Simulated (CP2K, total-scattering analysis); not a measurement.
**formic acid: neutron diffraction with isotope substitution**

Two samples of formic acid (18 formic acid; O 40.0, C 20.0, H 40.0 atom %; 310 K, fixed volume; ρ₀ = 0.0798 Å⁻³) differ only in the isotope of H: D (b = 6.6681 fm) and H (b = -3.7395 fm). Other lengths: O 5.8037, C 6.6472 fm. The data are simulated by ab initio molecular dynamics with CP2K (revPBE-D3(BJ), Gaussian and plane waves, DZVP-MOLOPT-SR basis, GTH potentials, 400 Ry, CSVR thermostat, no spin, fixed volume, H with the mass of D). The average runs over 0.66 ps of 90 atoms, so shells between rare elements are rough. Mean temperature 318 K, largest m.s.d. 1.40 Å², energy drift +2 meV an atom (last third less first, no steady trend); the first quarter of the run is discarded. Start: last frame of a classical run of this cell at the same density and temperature. So short a stretch relaxes bonds and nearest shells but still remembers its start. It is a liquid as far as so short a run tells. The partials come from the cell's reciprocal vectors below 4 Å⁻¹ and from g(r) above; absorption, incoherent and inelastic scattering are left out. F(Q) = Σ ci cj bi bj (Sij − 1), in barn per steradian and atom:

```tsv
Q (Å⁻¹)	2H	1H	difference
0.9	-0.257	-0.238	-0.019
1.2	-0.139	-0.189	0.050
1.5	0.032	-0.107	0.139
1.8	0.374	0.102	0.272
2.1	0.179	0.113	0.066
2.4	0.020	0.077	-0.057
2.7	-0.049	-0.028	-0.021
3.0	-0.090	-0.064	-0.026
3.3	-0.090	-0.069	-0.022
3.6	-0.073	-0.058	-0.015
3.9	-0.057	-0.035	-0.022
4.2	-0.055	-0.015	-0.040
4.5	-0.070	-0.006	-0.064
4.8	-0.083	0.010	-0.093
5.1	-0.068	0.037	-0.105
5.4	-0.034	0.059	-0.093
5.7	-0.003	0.066	-0.069
6.0	0.019	0.057	-0.038
6.3	0.043	0.037	0.006
6.6	0.065	0.010	0.056
6.9	0.075	-0.015	0.090
7.2	0.069	-0.032	0.101
7.5	0.050	-0.041	0.091
7.8	0.022	-0.043	0.065
8.1	-0.006	-0.038	0.032
8.4	-0.023	-0.028	0.004
8.7	-0.030	-0.017	-0.013
9.0	-0.030	-0.008	-0.022
9.3	-0.026	0.001	-0.027
9.6	-0.015	0.009	-0.024
9.9	-0.008	0.012	-0.020
10.2	-0.009	0.012	-0.020
10.5	-0.010	0.013	-0.023
10.8	-0.005	0.019	-0.024
```

The first difference in real space, ΔG(r), in barn (from the pair functions, so without the broadening of a finite Q range):

```
r (Å)  first difference G(r)
 0.50                 -0.351
 0.58                 -0.351
 0.66                 -0.351
 0.74                 -0.351
 0.82                 -0.351
 0.90                 -0.339
 0.98                  1.877
 1.06                  1.873
 1.14                  0.929
 1.22                 -0.350
 1.30                 -0.351
 1.38                 -0.342
 1.46                 -0.298
 1.54                 -0.263
 1.62                 -0.215
 1.70                 -0.156
 1.78                 -0.162
 1.86                  0.060
 1.94                  0.377
 2.02                  0.673
 2.10                  0.107
 2.18                 -0.266
 2.26                 -0.205
 2.34                 -0.119
 2.42                 -0.078
 2.50                 -0.093
 2.58                 -0.124
 2.66                 -0.119
 2.74                 -0.080
 2.82                 -0.015
 2.90                 -0.014
 2.98                 -0.070
 3.06                 -0.065
 3.14                 -0.055
 3.22                 -0.034
 3.30                 -0.039
 3.38                 -0.014
 3.46                 -0.019
 3.54                  0.018
```

Q: What does the difference say of the neighbours of H?

Pairs without H cancel. ΔG(r) = Σ W [g(r) − 1] with W = 2 c(H) c(j) b(j) Δb, and c(H)² (b₁² − b₂²) for H–H: H–O 0.1933, H–C 0.1107, H–H 0.0488 barn. At small r, ΔG → −ΣW = -0.353; in this finite cell the H–H term carries (N − 1)/N with N = 36 atoms of H, which gives -0.351.

The first feature holds O–H (1.00 Å, 0.5 neighbours by the coordinates) and C–H (1.10 Å, 0.5 neighbours by the coordinates) together, so its area gives only their weighted sum.

Shells of H from the coordinates: O–H at 1.00 Å, 0.5 neighbours to 1.28 Å; C–H at 1.10 Å, 0.5 neighbours to 1.40 Å (first peaks with a usable minimum only). Counts average over all H, whatever molecule they sit on, and second peaks of a pair (H two bonds away, hydrogen bonds) add features between 1.5 and 2.5 Å that aren't listed. The structure is taken to be the same for both isotopes, which holds least well for H and D.

[Logs are printed without paths, hosts, clocks, repeated set-up lines and the standing remarks that a program may print on its own settings, such as how far it seeks lower states.]
